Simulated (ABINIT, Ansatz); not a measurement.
**Sr2AlSbO6 (Fm-3m): changed settings of a GW run in ABINIT**

Aim: change inputs of a GW run on Sr2AlSbO6 (Fm-3m) and see what moves.

Main program and level: ABINIT 10.8.3; LDA and many-body steps on it, plane waves.

**1. The starting structure**

It takes space group Fm-3m (No. 225, cubic). The conventional cell has a = 7.857 Å, b = 7.857 Å, c = 7.857 Å, α = 90.00°, β = 90.00°, γ = 90.00°. Nearest to Sr lie 12 O at 2.78 Å. Al has 6 O at 1.93 Å nearest. Sb has 6 O at 2.00 Å nearest. Nearest to O lie 1 Al at 1.93 Å and 1 Sb at 2.00 Å and 4 Sr at 2.78 Å. Farther neighbours and most contacts between anions are not listed.

The cell and positions are those that the Materials Project relaxed with its own functionals (PBE, PBE+U or r2SCAN), kept fixed. Spin-orbit coupling is left out unless a step names it.

**2. Screening, 2×2×2 mesh, 121 bands, screening to 114.3 eV**

This step: ABINIT 10.8.3; RPA screening on LDA, plane waves, norm-conserving pseudopotentials.

The RPA dielectric matrix is built and inverted for each q.

Input file run.abi:

```
acell 3*1.0 Angstrom
rprim 
  0.000000000000 3.928638000000 3.928638000000
  3.928638000000 0.000000000000 3.928638000000
  3.928638000000 3.928638000000 0.000000000000
ntypat 4
znucl 38 13 51 8
natom 10
typat 1 1 2 3 4 4 4 4 4 4
xred 
  0.250000000000 0.250000000000 0.250000000000
  0.750000000000 0.750000000000 0.750000000000
  0.000000000000 0.000000000000 0.000000000000
  0.500000000000 0.500000000000 0.500000000000
  0.753917000000 0.246083000000 0.246083000000
  0.246083000000 0.753917000000 0.753917000000
  0.246083000000 0.753917000000 0.246083000000
  0.753917000000 0.246083000000 0.753917000000
  0.246083000000 0.246083000000 0.753917000000
  0.753917000000 0.753917000000 0.246083000000
pp_dirpath "pseudos"
pseudos "Sr.upf, Al.upf, Sb.upf, O.upf"
ecut 42
ngkpt 2 2 2
nshiftk 1
shiftk 0 0 0
kptopt 1
chksymbreak 0
istwfk *1
occopt 1
irdwfk 1
optdriver 3
nband 121
ecuteps 4.2
inclvkb 2
awtr 1
symchi 1
indata_prefix "in"
outdata_prefix "out"
tmpdata_prefix "tmp"
```

On the command line:

```sh
> OMP_NUM_THREADS=1 mpirun -n 4 abinit run.abi > log
```

What it wrote:

```text
.Version 10.8.3 of ABINIT. v10.8.2 released Aug 2026.

 Symmetries : space group Fm -3 m (#225); Bravais cF (face-center cubic)
[... echo of the input left out ...]
== DATASET  1 ==================================================================
-   mpi_nproc: 4, omp_nthreads: 1 (-1 if OMP is not activated)

--- !DatasetInfo
iteration_state: {dtset: 1, }
dimensions: {natom: 10, nkpt: 3, mband: 121, nsppol: 1, nspinor: 1, nspden: 1, mpw: 10777, }
cutoff_energies: {ecut:  42.0, pawecutdg:  -1.0, }
electrons: {nelect:   8.20000000E+01, charge:   0.00000000E+00, occopt:   1.00000000E+00, tsmear:   1.00000000E-02, }

 SCREENING: Calculation of the susceptibility and dielectric matrices

 Based on a program developped by R.W. Godby, V. Olevano, G. Onida, and L. Reining.
 Incorporated in ABINIT by V. Olevano, G.-M. Rignanese, and M. Torrent.
.Using double precision arithmetic ; gwpc =  8

[... cell and pseudopotentials left out ...]
--------------------------------------------------------------------------------

 ==== K-mesh for the wavefunctions ====
 Number of points in the irreducible wedge :     3
[... list of points left out ...]
 Together with 48 symmetry operations and time-reversal symmetry
 yields     8 points in the full Brillouin Zone.

 ==== Q-mesh for the screening function ====
 Number of points in the irreducible wedge :     3
[... list of points left out ...]
 Together with 48 symmetry operations and time-reversal symmetry
 yields     8 points in the full Brillouin Zone.

 setmesh: FFT mesh size selected  =    40x   40x   40
          total number of points  =        64000

 vcoul_init : cutoff-mode = AUXILIARY_FUNCTION
 q-points for optical limit:   1
     1)      0.000010    0.000020    0.000030

- screening: taking advantage of time-reversal symmetry
- Maximum band index for partially occupied states nbvw = 41
- Remaining bands to be divided among processors   nbcw = 80
- Number of bands treated by each node ~20

 Number of electrons calculated from density =   82.0000; Expected =   82.0000
 average of density, n =  0.100198
 r_s =    1.3356
 omega_plasma =   30.5342 [eV]

 calculating chi0 at frequencies [eV] :
  1    0.000000E+00    0.000000E+00
  2    0.000000E+00    3.053418E+01

--------------------------------------------------------------------------------
  q-point number  1        q = ( 0.000000, 0.000000, 0.000000) [r.l.u.]
--------------------------------------------------------------------------------
[... chi0 elements left out ...]
 For q-point:  0.000010 0.000020 0.000030
  dielectric constant =   4.9119
  dielectric constant without local fields =   5.3297

  Average fulfillment of the sum rule on Im[epsilon] for q-point    1 :     40.50  [%]
[... wings left out ...]
  q-point number  2        q = ( 0.500000, 0.000000, 0.000000) [r.l.u.]
--------------------------------------------------------------------------------
[... chi0 elements left out ...]
  Average fulfillment of the sum rule on Im[epsilon] for q-point    2 :     47.27  [%]

 [... 1 further q-points ...]
```

Wall time 76 s (4 MPI ranks of Arm Neoverse N1, shared host); peak memory 1.7 GiB; 5 min of CPU time.

Numbers from this step:

| Property | Result |
| --- | --- |
| ε∞ with local fields, on this mesh, along the program's q direction | 4.912 |
| the same without local fields | 5.330 |
| plasma frequency | 30.53 eV |
| plane waves in the screening matrix | 331 |

Local fields lower ε∞ by 8 %. On a Γ-centred mesh this coarse the value itself is usually too large, while a short band sum pulls it down.

**3. Base**

The self-energy is evaluated for the states that the input lists, and the levels follow from it, in one-shot runs by the linearised quasiparticle equation.

This step: G0W0 on LDA, plane waves, norm-conserving pseudopotentials.

Changes to run.abi since step 2:

```diff
@@ -31,8 +31,15 @@
 irdwfk 1
-optdriver 3
+optdriver 4
 nband 121
+gwcalctyp 0
+ecutsigx 42
+symsigma 1
+nkptgw 1
+kptgw 
+  0.0000000000 0.0000000000 0.0000000000
+bdgw 
+  39 44
 ecuteps 4.2
-inclvkb 2
-awtr 1
-symchi 1
+irdscr 1
+ppmodel 1
 indata_prefix "in"
```

What it wrote:

```text
.Version 10.8.3 of ABINIT. v10.8.2 released Aug 2026.

 Symmetries : space group Fm -3 m (#225); Bravais cF (face-center cubic)
[... echo of the input left out ...]
== DATASET  1 ==================================================================
-   mpi_nproc: 4, omp_nthreads: 1 (-1 if OMP is not activated)

--- !DatasetInfo
iteration_state: {dtset: 1, }
dimensions: {natom: 10, nkpt: 3, mband: 121, nsppol: 1, nspinor: 1, nspden: 1, mpw: 10777, }
cutoff_energies: {ecut:  42.0, pawecutdg:  -1.0, }
electrons: {nelect:   8.20000000E+01, charge:   0.00000000E+00, occopt:   1.00000000E+00, tsmear:   1.00000000E-02, }

 SIGMA: Calculation of the GW corrections

 Based on a program developped by R.W. Godby, V. Olevano, G. Onida, and L. Reining.
 Incorporated in ABINIT by V. Olevano, G.-M. Rignanese, and M. Torrent.
.Using double precision arithmetic ; gwpc =  8

[... cell and pseudopotentials left out ...]
--------------------------------------------------------------------------------

 ==== K-mesh for the wavefunctions ====
 Number of points in the irreducible wedge :     3
[... list of points left out ...]
 Together with 48 symmetry operations and time-reversal symmetry
 yields     8 points in the full Brillouin Zone.

 ==== Q-mesh for screening function ====
 Number of points in the irreducible wedge :     3
[... list of points left out ...]
 Together with 48 symmetry operations and time-reversal symmetry
 yields     8 points in the full Brillouin Zone.

 vcoul_init : cutoff-mode = AUXILIARY_FUNCTION
 q-points for optical limit:   1
     1)      0.000010    0.000020    0.000030
 setmesh: FFT mesh size selected  =    64x   64x   64
          total number of points  =       262144

 Number of electrons calculated from density =   82.0000; Expected =   82.0000
 average of density, n =  0.100198
 r_s =    1.3356
 omega_plasma =   30.5342 [eV]

 === KS Band Gaps ===
  >>>> For spin  1
   Minimum direct gap =   1.7713 [eV], located at k-point      :   0.0000  0.0000  0.0000
   Fundamental gap    =   1.7713 [eV], Top of valence bands at :   0.0000  0.0000  0.0000
                                       Bottom of conduction at :   0.0000  0.0000  0.0000
 SIGMA fundamental parameters:
 PLASMON POLE MODEL  1
 number of plane-waves for SigmaX                10777
 number of plane-waves for SigmaC and W            331
 number of plane-waves for wavefunctions         10777
 number of bands                                   121
 number of independent spin polarizations            1
 number of spinorial components                      1
 number of k-points in IBZ                           3
 number of q-points in IBZ                           3
 number of symmetry operations                      48
 number of k-points in BZ                            8
 number of q-points in BZ                            8
 number of frequencies for dSigma/dE                 9
 frequency step for dSigma/dE [eV]                0.25
 number of omega for Sigma on real axis              0
 max omega for Sigma on real axis  [eV]           0.00
 zcut for avoiding poles [eV]                     0.10

 EPSILON^-1 parameters (SCR file):
 dimension of the eps^-1 matrix on file            331
 dimension of the eps^-1 matrix used               331
 number of plane-waves for wavefunctions         10777
 number of bands                                   121
 number of q-points in IBZ                           3
 number of frequencies                               2
 number of real frequencies                          1
 number of imag frequencies                          1

 matrix elements of self-energy operator (all in [eV])

 Perturbative Calculation

--- !SelfEnergy_ee
iteration_state: {dtset: 1, }
kpoint     : [   0.000,    0.000,    0.000, ]
spin       : 1
KS_gap     :    1.771
QP_gap     :    3.867
Delta_QP_KS:    2.095
data: !SigmaeeData |
     Band     E0 <VxcDFT>   SigX SigC(E0)      Z dSigC/dE  Sig(E)    E-E0       E
       39   6.792 -20.022 -25.195   5.091   0.795  -0.258 -20.088  -0.065   6.726
       40   6.792 -20.022 -25.195   5.091   0.795  -0.258 -20.088  -0.065   6.726
       41   6.792 -20.022 -25.195   5.091   0.795  -0.258 -20.088  -0.065   6.726
       42   8.563 -16.994 -12.134  -2.441   0.839  -0.192 -14.965   2.030  10.593
       43  12.062 -10.970  -5.362  -3.387   0.867  -0.154  -9.045   1.926  13.988
       44  12.062 -10.970  -5.362  -3.387   0.867  -0.154  -9.045   1.926  13.988

== END DATASET(S) ==============================================================
================================================================================

 -outvars: echo values of variables after computation  --------
           etotal      0.0000000000E+00
            nband         121
             nkpt           3
          spgroup         225
 [... the other variables as echoed above ...]

 Calculation completed.
```

The job ended after 14 s (4 MPI ranks; peak memory 1.3 GiB; 54 s of CPU time).

Numbers from this step:

- G0W0 gap on the points computed: 3.867 eV
- starting gap on the mesh: 1.771 eV
- k of the valence top: 0, 0, 0
- k of the conduction bottom: 0, 0, 0
- Z at the valence top: 0.795
- Z at the conduction bottom: 0.839
- least direct G0W0 gap on the computed points: 3.867 eV

The gap on the mesh goes from 1.77 eV to 3.87 eV, a correction of +2.10 eV.

**4. Contour deformation on a plasmon-pole file**

Changes to run.abi since step 3:

```diff
@@ -33,3 +33,3 @@
 nband 121
-gwcalctyp 0
+gwcalctyp 2
 ecutsigx 42
@@ -43,3 +43,2 @@
 irdscr 1
-ppmodel 1
 indata_prefix "in"
```

What it wrote:

```text
.Version 10.8.3 of ABINIT. v10.8.2 released Aug 2026.

 Symmetries : space group Fm -3 m (#225); Bravais cF (face-center cubic)
================================================================================
 Values of the parameters that define the memory need of the present run
     intxc =       0    ionmov =       0      iscf =       7    lmnmax =       6
     lnmax =       6     mgfft =      64  mpssoang =       3    mqgrid =    3001
     natom =      10  nloc_mem =       1    nspden =       1   nspinor =       1
    nsppol =       1      nsym =      48    n1xccc =    2501    ntypat =       4
    occopt =       1   xclevel =       1
-    mband =         121        mffmem =           1         mkmem =           1
       mpw =       10777          nfft =      262144          nkpt =           3
================================================================================
  Rough estimation (10% accuracy) of disk space for files :
================================================================================

--------------------------------------------------------------------------------
------------- Echo of variables that govern the present computation ------------
--------------------------------------------------------------------------------
 -outvars: echo values of preprocessed input variables --------
            acell      1.8897261259E+00  1.8897261259E+00  1.8897261259E+00 Bohr

             bdgw          39      44
      chksymbreak           0
             ecut      4.20000000E+01 Hartree
          ecuteps      4.20000000E+00 Hartree
         ecutsigx      4.20000000E+01 Hartree
          ecutwfn      4.20000000E+01 Hartree
-          fftalg         312
        gwcalctyp           2
           irdscr           1
           irdwfk           1

[...]
setmesh: FFT mesh size selected  =    64x   64x   64
          total number of points  =       262144

 Number of electrons calculated from density =   82.0000; Expected =   82.0000
 average of density, n =  0.100198
 r_s =    1.3356
 omega_plasma =   30.5342 [eV]

 === KS Band Gaps ===
  >>>> For spin  1
   Minimum direct gap =   1.7713 [eV], located at k-point      :   0.0000  0.0000  0.0000
   Fundamental gap    =   1.7713 [eV], Top of valence bands at :   0.0000  0.0000  0.0000
                                       Bottom of conduction at :   0.0000  0.0000  0.0000
 SIGMA fundamental parameters:
 CONTOUR DEFORMATION
 number of plane-waves for SigmaX                10777
 number of plane-waves for SigmaC and W            331
 number of plane-waves for wavefunctions         10777
 number of bands                                   121
 number of independent spin polarizations            1
 number of spinorial components                      1
 number of k-points in IBZ                           3
 number of q-points in IBZ                           3
 number of symmetry operations                      48
 number of k-points in BZ                            8
 number of q-points in BZ                            8
 number of frequencies for dSigma/dE                 9
 frequency step for dSigma/dE [eV]                0.25
 number of omega for Sigma on real axis              0
 max omega for Sigma on real axis  [eV]           0.00
 zcut for avoiding poles [eV]                     0.10

 EPSILON^-1 parameters (SCR file):
 dimension of the eps^-1 matrix on file            331
 dimension of the eps^-1 matrix used               331
 number of plane-waves for wavefunctions         10777
 number of bands                                   121
 number of q-points in IBZ                           3
 number of frequencies                               2
 number of real frequencies                          1
 number of imag frequencies                          1

 matrix elements of self-energy operator (all in [eV])

 Perturbative Calculation

--- !ERROR
message: |
    Fatal error

--- !ERROR
message: |
    Fatal error

--- from the log ---
Fatal error
```

It took 8.1 s on 4 MPI ranks; peak memory 0.9 GiB; 24 s of CPU time.

The run stopped with an error after 8.1 s.

The fault put into this input: contour deformation on a plasmon-pole file.

**5. Side by side**

Times are wall times on 4 MPI ranks of Arm Neoverse N1, shared host, good to a factor of about two. A run's time includes the screening step that it read.

| run | mesh | bands | screening cutoff (eV) | DFT gap (eV) | gap on the mesh (eV) | direct (eV) | ε∞ used | time |
| --- | --- | --- | --- | --- | --- | --- | --- | --- |
| base | 2×2×2 | 121 | 114.3 | 1.771 | 3.867 | 3.867 | 4.91 | 89 s |

**6. Outcome**

```json
{"base": "3.867 eV", "known limits": "not at the basis limit; no spin-orbit coupling; coarse k mesh"}
```

What this shows: Bands and cutoff are finite, so the gap is not at the basis limit. The miss can reach some tenths of an eV and take either sign; the mesh is an error of its own. In the G0W0 run levels were corrected at 1 k point alone, so a gap called «on the mesh» is the least over those, and an edge elsewhere would be missed. The 2×2×2 mesh is coarse for this cell, which bears on the long-range parts of exchange and screening. The many-body steps are scalar-relativistic: spin-orbit coupling is not in them.

[Paths, hosts, dates, memory and timing lines, banners, echoed tables and standing remarks are left out of the program output.]

[Logs are printed without paths, hosts, clocks, repeated set-up lines and the standing remarks that a program may print on its own settings, such as how far it seeks lower states.]

[Runs of the session that timed out or met a known fault of the program may be left out.]

[No measured gap is set beside runs whose start may be inverted or whose files or cutoffs have a known fault.]

[Hosts, paths, dates, database ids (printed as entryN), source tags and the programs' standing remarks are cut or masked in the printed files.]

[G0W0 gaps are taken among the corrected bands and points alone; a level outside them can change the order at an edge.]

[Where Ansatz stands beside ABINIT at settings called matched, ABINIT's density can come from a denser mesh and the files from another edition; pairs whose starting gaps differed by over 0.03 eV were left out, so agreement reads better than it is.]
